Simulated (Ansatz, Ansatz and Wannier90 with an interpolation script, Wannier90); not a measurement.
# From a coarse GW mesh to bands everywhere: AlH3 (R-3c), part 2 of 3

Wanted: quasiparticle gap and band widths of AlH3 (R-3c) over the whole zone.

Ansatz 0.2.0; LDA, Wannier functions and G0W0, plane waves, PAW. Known limits of the many-body steps: not at the basis limit.

So far. Step 2 (LDA bands): The gap is indirect, with the least direct gap 0.07 eV higher.

## (4) Wannier functions by Wannier90 (Al:3s Al:3p H:1s) on 8×8×8

Localised functions give a small Hamiltonian that interpolates between mesh points at no cost.

This step: maximally localised Wannier functions from the overlaps of LDA states (plane waves, PAW).

File w.win:

```
num_iter = 1200
conv_tol = 1.0e-8
conv_window = 5
dis_num_iter = 4000
dis_conv_tol = 1.0e-8
dis_mix_ratio = 0.7
write_hr = true
use_ws_distance = false
num_print_cycles = 50
! ansatz wannier90 interface
! projections by site (counted from 0) and shell: 0 3S, 1 3S, 0 3P, 1 3P, 2 1S, 3 1S, 4 1S, 5 1S, 6 1S, 7 1S
! states of the run's bands (counted from 1): 1-28
num_bands = 28
num_wann  = 14
dis_win_min = -7.94
dis_win_max = 21.75
dis_froz_min = -7.94
dis_froz_max = 6.3
guiding_centres = true

begin unit_cell_cart
Ang
        2.224650000012095       1.2844022763763505       3.9345666666945593
       -2.224650000012095       1.2844022763763505       3.9345666666945593
                      0.0       -2.568804552702701       3.9345666667108814
end unit_cell_cart

begin atoms_frac
Al                       0.0                      0.0                      0.0
Al                       0.5                      0.5                      0.5
H                      0.878                    0.622                     0.25
H                       0.25                    0.878                    0.622
H                      0.622                     0.25                    0.878
H                      0.122                    0.378                     0.75
H                       0.75                    0.122                    0.378
H                      0.378                     0.75                    0.122
end atoms_frac

mp_grid = 8 8 8

[... the mesh's points ...]
```

On the command line:

```sh
> OMP_NUM_THREADS=1 mpirun -n 8 wannier90.x w > wannier90.x.log
```

The log of the run:

```text
TEM
                                    ------

                              Lattice Vectors (Ang)
                    a_1     2.224650   1.284402   3.934567
                    a_2    -2.224650   1.284402   3.934567
                    a_3     0.000000  -2.568805   3.934567

                   Unit Cell Volume:      67.45450  (Ang^3)

                        Reciprocal-Space Vectors (Ang^-1)
                    b_1     1.412174   0.815319   0.532306
                    b_2    -1.412174   0.815319   0.532306
                    b_3     0.000000  -1.630638   0.532306

 *----------------------------------------------------------------------------*
 |   Site       Fractional Coordinate          Cartesian Coordinate (Ang)     |
 +----------------------------------------------------------------------------+
 | al   1   0.00000   0.00000   0.00000   |    0.00000   0.00000   0.00000    |
 | al   2   0.50000   0.50000   0.50000   |    0.00000   0.00000   5.90185    |
 | h    1   0.87800   0.62200   0.25000   |    0.56951   1.28440   6.88549    |
 | h    2   0.25000   0.87800   0.62200   |   -1.39708  -0.14899   6.88549    |
 | h    3   0.62200   0.25000   0.87800   |    0.82757  -1.13541   6.88549    |
 | h    4   0.12200   0.37800   0.75000   |   -0.56951  -1.28440   4.91821    |
 | h    5   0.75000   0.12200   0.37800   |    1.39708   0.14899   4.91821    |
 | h    6   0.37800   0.75000   0.12200   |   -0.82757   1.13541   4.91821    |
 *----------------------------------------------------------------------------*
                                ------------
                                K-POINT GRID
                                ------------

             Grid size =  8 x  8 x  8      Total points =  512

 *---------------------------------- MAIN ------------------------------------*
 |  Number of Wannier Functions               :                14             |
 |  Number of Objective Wannier Functions     :                14             |
 |  Number of input Bloch states              :                28             |
 |  Output verbosity (1=low, 5=high)          :                 1             |
 |  Timing Level (1=low, 5=high)              :                 1             |
 |  Optimisation (0=memory, 3=speed)          :                 3             |
 |  Length Unit                               :               Ang             |
 |  Post-processing setup (write *.nnkp)      :                 F             |
 |  Using Gamma-only branch of algorithms     :                 F             |
 *----------------------------------------------------------------------------*
 *------------------------------- WANNIERISE ---------------------------------*
 |  Total number of iterations                :              1200             |
 |  Number of CG steps before reset           :                 5             |
 |  Trial step length for line search         :             2.000             |
 |  Convergence tolerence                     :         0.100E-07             |
 |  Convergence window                        :                 5             |
 |  Iterations between writing output         :                50             |
 |  Iterations between backing up to disk     :               100             |
 |  Write r^2_nm to file                      :                 F             |
 |  Write xyz WF centres to file              :                 F             |
 |  Write on-site energies <0n|H|0n> to file  :                 F             |
 |  Use guiding centre to control phases      :                 T             |
 |  Use phases for initial projections        :                 F             |
 |  Iterations before starting guiding centres:                 0             |
 |  Iterations between using guiding centres  :                 1             |
 *----------------------------------------------------------------------------*
 *------------------------------- DISENTANGLE --------------------------------*
 |  Using band disentanglement                :                 T             |
 |  Total number of iterations                :              4000             |
 |  Mixing ratio                              :             0.700             |
 |  Convergence tolerence                     :         1.000E-08             |
 |  Convergence window                        :                 3             |
 *----------------------------------------------------------------------------*
 *-------------------------------- PLOTTING ----------------------------------*
 |  Plotting Hamiltonian in WF basis          :                 T             |
 *----------------------------------------------------------------------------*

 *---------------------------------- K-MESH ----------------------------------*
 +----------------------------------------------------------------------------+
 |                    Distance to Nearest-Neighbour Shells                    |
 |                    ------------------------------------                    |
 |          Shell             Distance (Ang^-1)          Multiplicity         |
 |          -----             -----------------          ------------         |
 |             1                   0.199615                      2            |
 |             2                   0.214415                      6            |
[...]
1700      21.1
[... cut ...]
283,  5.822848 )     3.28356734
  WF centre and spread    3  ( -0.137733, -0.126215, -0.120241 )     4.38423557
  WF centre and spread    4  (  0.158111, -0.416041,  0.150158 )     4.42009820
  WF centre and spread    5  ( -0.086557, -0.650647, -0.129850 )     4.37221092
  WF centre and spread    6  (  0.110500, -0.046348,  5.903657 )     4.19744939
  WF centre and spread    7  ( -0.596395, -0.121751,  5.531564 )     4.27375331
  WF centre and spread    8  ( -0.041590, -0.632520,  5.887546 )     3.96027186
  WF centre and spread    9  (  0.454704,  1.180499,  6.767034 )     2.37305043
  WF centre and spread   10  ( -1.230844, -0.156312,  6.776966 )     2.61534681
  WF centre and spread   11  (  0.931072, -1.138442,  6.889765 )     2.06026709
  WF centre and spread   12  ( -0.452507, -1.418852,  4.780257 )     2.53943998
[...]
Sum of centres and spreads ( -0.686307, -2.314424, 58.148765 )    47.42629217

      1    -0.819E+01     1.7478958325       47.4262921672      47.51  <-- CONV
        O_D=      1.3246995 O_OD=     25.0263138 O_TOT=     47.4262922 <-- SPRD
 Delta: O_D= -0.1258923E+00 O_OD= -0.8059231E+01 O_TOT= -0.8185123E+01 <-- DLTA
 ------------------------------------------------------------------------------
 Cycle:     50
[...]
Sum of centres and spreads ( -0.688568, -2.360910, 58.128226 )    24.22798910

     50    -0.733E-02     0.0667796051       24.2279891026      48.37  <-- CONV
        O_D=      0.0205921 O_OD=      3.1321182 O_TOT=     24.2279891 <-- SPRD
 Delta: O_D= -0.1591763E-02 O_OD= -0.5738692E-02 O_TOT= -0.7330456E-02 <-- DLTA
 ------------------------------------------------------------------------------
 Cycle:    100
[...]
Sum of centres and spreads ( -0.688916, -2.361660, 58.128375 )    24.17531720

    100    -0.140E-03     0.0096297807       24.1753172048      49.25  <-- CONV
        O_D=      0.0193553 O_OD=      3.0806830 O_TOT=     24.1753172 <-- SPRD
 Delta: O_D=  0.1168868E-05 O_OD= -0.1416613E-03 O_TOT= -0.1404924E-03 <-- DLTA
 ------------------------------------------------------------------------------
 Cycle:    150
[...]
Sum of centres and spreads ( -0.689125, -2.361749, 58.128409 )    24.17127895

    150    -0.202E-04     0.0029147709       24.1712789452      50.12  <-- CONV
        O_D=      0.0192909 O_OD=      3.0767091 O_TOT=     24.1712789 <-- SPRD
 Delta: O_D=  0.3886148E-05 O_OD= -0.2404553E-04 O_TOT= -0.2015938E-04 <-- DLTA
 ------------------------------------------------------------------------------
 Cycle:    200
[...]
Sum of centres and spreads ( -0.689199, -2.361737, 58.128409 )    24.17074265

    200    -0.228E-05     0.0010877150       24.1707426486      50.99  <-- CONV
        O_D=      0.0192747 O_OD=      3.0761891 O_TOT=     24.1707426 <-- SPRD
 Delta: O_D= -0.6507039E-06 O_OD= -0.1631314E-05 O_TOT= -0.2282018E-05 <-- DLTA
 ------------------------------------------------------------------------------
 Cycle:    250
[...]
Sum of centres and spreads ( -0.689228, -2.361724, 58.128404 )    24.17066435

    250    -0.616E-06     0.0004971264       24.1706643486      51.86  <-- CONV
        O_D=      0.0192743 O_OD=      3.0761112 O_TOT=     24.1706643 <-- SPRD
 Delta: O_D= -0.1689743E-06 O_OD= -0.4473166E-06 O_TOT= -0.6162908E-06 <-- DLTA
 ------------------------------------------------------------------------------
 Cycle:    300
[...]
Sum of centres and spreads ( -0.689240, -2.361716, 58.128401 )    24.17065260

    300    -0.740E-07     0.0002405820       24.1706526022      52.74  <-- CONV
        O_D=      0.0192751 O_OD=      3.0760986 O_TOT=     24.1706526 <-- SPRD
 Delta: O_D= -0.1871074E-07 O_OD= -0.5528596E-07 O_TOT= -0.7399670E-07 <-- DLTA
 ------------------------------------------------------------------------------
 Cycle:    350
[...]
Sum of centres and spreads ( -0.689244, -2.361712, 58.128400 )    24.17065089

    350    -0.135E-10     0.0000347272       24.1706508910      53.61  <-- CONV
        O_D=      0.0192758 O_OD=      3.0760962 O_TOT=     24.1706509 <-- SPRD
 Delta: O_D=  0.1213103E-10 O_OD= -0.2560441E-10 O_TOT= -0.1347189E-10 <-- DLTA
 ------------------------------------------------------------------------------

             <<<     Delta < 1.000E-08  over  5 iterations     >>>
             <<< Wannierisation convergence criteria satisfied >>>

 Final State
[...]
WF centre and spread   10  ( -1.232564, -0.013020,  6.768986 )     1.39918084
  WF centre and spread   11  (  0.874363, -1.156295,  6.865229 )     1.17746938
  WF centre and spread   12  ( -0.438031, -1.399022,  4.748261 )     1.16947464
  WF centre and spread   13  (  1.115465, -0.031496,  5.169862 )     1.51746682
  WF centre and spread   14  ( -1.030414,  1.216086,  4.829463 )     1.26124112
  Sum of centres and spreads ( -0.689244, -2.361712, 58.128400 )    24.17065088

         Spreads (Ang^2)       Omega I      =    21.075278864
        ================       Omega D      =     0.019275799
                               Omega OD     =     3.076096217
    Final Spread (Ang^2)       Omega Total  =    24.170650880
 ------------------------------------------------------------------------------

 Writing checkpoint file w.chk... done

 *---------------------------------------------------------------------------*
 |                               PLOTTING                                    |
 *---------------------------------------------------------------------------*

 *===========================================================================*
 |                             TIMING INFORMATION                            |
 *===========================================================================*
 |    Tag                                                Ncalls      Time (s)|
 |---------------------------------------------------------------------------|
 |kmesh: get                                        :         1         0.146|
 |overlap: read                                     :         1         2.564|
 |dis: main                                         :         1        47.573|
 |wann: main                                        :         1         6.183|
 |plot: main                                        :         1         0.224|
 *---------------------------------------------------------------------------*
 All done: wannier90 exiting
```

Elapsed: 58 s, on 8 MPI ranks of Arm Neoverse V1, shared host.

Numbers from this step:

```yaml
gauge_invariant_spread: 21.08 Å²
diagonal_spread: 0.01928 Å²
off_diagonal_spread: 3.076 Å²
total_spread: 24.17 Å²
disentanglement_steps: 3222
r_m_s_interpolation_error: 0.004499 eV
r_m_s_error_near_the_gap: 0.006239 eV
```

Near the gap the model misses directly solved bands by 6.2 meV r.m.s. and by 50 meV at most in the window tested. This tests the starting bands, not the corrections carried with them.

Wannier functions, by row:

```csv
function,x (Å),y (Å),z (Å),spread (Å²),nearest atom,distance (Å)
1,-0.798,-0.39,0.872,1.941,H7,0.755
2,-0.014,0.639,4.906,2.051,H8,0.953
3,0.225,0.456,-0.912,1.808,H4,0.911
4,1.25,-0.609,-0.06,2.352,H8,1.15
5,-0.288,-1.107,-0.105,1.922,Al1,1.148
6,0.48,-0.106,6.902,2.204,H5,1.086
7,-1.038,-0.122,5.375,2.166,Al2,1.171
8,-0.273,-0.975,6.022,1.967,Al2,1.019
9,0.478,1.236,6.748,1.236,H3,0.172
10,-1.233,-0.013,6.769,1.399,H4,0.243
11,0.874,-1.156,6.865,1.177,H5,0.055
12,-0.438,-1.399,4.748,1.169,H6,0.244
13,1.115,-0.031,5.17,1.517,H7,0.419
14,-1.03,1.216,4.829,1.261,H8,0.236
```

Frozen up to 5.25 eV; above it the model need not follow the bands. Electronic bands along the path, in eV, zero at the valence-band top; v1 is the highest filled band, c1 the lowest empty one:

```csv
point,v4,v3,v2,v1,c1,c2,c3,c4
Γ,-1.80,-1.80,-0.07,-0.07,1.95,5.76,5.79,6.06
halfway,-1.71,-1.71,-0.52,-0.52,3.51,5.96,6.41,6.65
T,-1.28,-1.28,-1.28,-1.28,4.54,4.54,8.30,8.67
halfway,-2.90,-2.90,-0.63,-0.63,5.52,5.54,7.84,7.95
H2,-4.04,-4.04,-0.72,-0.72,5.90,5.97,8.69,9.00
jump to H0,-4.04,-4.04,-0.72,-0.72,5.90,6.02,8.79,9.02
halfway,-2.91,-2.91,-1.08,-1.08,5.09,5.10,7.50,7.95
L,-1.74,-1.74,-1.40,-1.40,3.67,3.67,7.71,8.33
halfway,-2.20,-1.89,-0.76,-0.50,3.01,4.78,5.95,6.55
Γ,-1.80,-1.80,-0.07,-0.07,1.95,5.76,5.79,6.06
halfway,-2.91,-1.62,-1.24,-0.70,3.48,5.03,6.44,6.79
S0,-4.28,-2.85,-2.17,-0.11,6.31,6.41,7.08,9.23
jump to S2,-4.28,-2.85,-2.17,-0.11,6.22,6.36,6.88,9.07
halfway,-4.44,-3.14,-2.66,-0.01,5.37,7.32,7.48,8.68
F,-3.75,-3.24,-3.11,-0.07,5.30,7.66,7.88,8.07
halfway,-2.69,-2.58,-1.96,-0.02,4.13,5.66,6.76,6.99
Γ,-1.80,-1.80,-0.07,-0.07,1.95,5.76,5.79,6.06
```

The same for Kohn-Sham, solved directly:

```csv
point,v4,v3,v2,v1,c1,c2,c3,c4
Γ,-1.80,-1.80,-0.07,-0.07,1.95,5.60,5.68,5.68
T,-1.28,-1.28,-1.28,-1.28,4.54,4.54,8.15,8.15
H2,-4.04,-4.04,-0.72,-0.72,5.64,5.64,8.11,8.11
H0,-4.04,-4.04,-0.72,-0.72,5.64,5.64,8.11,8.11
L,-1.74,-1.74,-1.40,-1.40,3.67,3.67,7.40,7.40
Γ,-1.80,-1.80,-0.07,-0.07,1.95,5.60,5.68,5.68
S0,-4.28,-2.85,-2.17,-0.11,5.88,6.09,6.51,8.41
S2,-4.28,-2.85,-2.17,-0.11,5.88,6.09,6.51,8.41
F,-3.75,-3.24,-3.11,-0.07,5.29,7.31,7.55,7.65
Γ,-1.80,-1.80,-0.07,-0.07,1.95,5.60,5.68,5.68
```

(Part 2 of 3 ends here.)

[Paths, hosts, dates, memory and timing lines, banners, echoed tables and standing remarks are left out of the program output.]

[Logs are printed without paths, hosts, clocks, repeated set-up lines and the standing remarks that a program may print on its own settings, such as how far it seeks lower states.]

[Runs of the session that timed out or met a known fault of the program may be left out.]

[Hosts, paths, dates, database ids (printed as entryN), source tags and the programs' standing remarks are cut or masked in the printed files.]
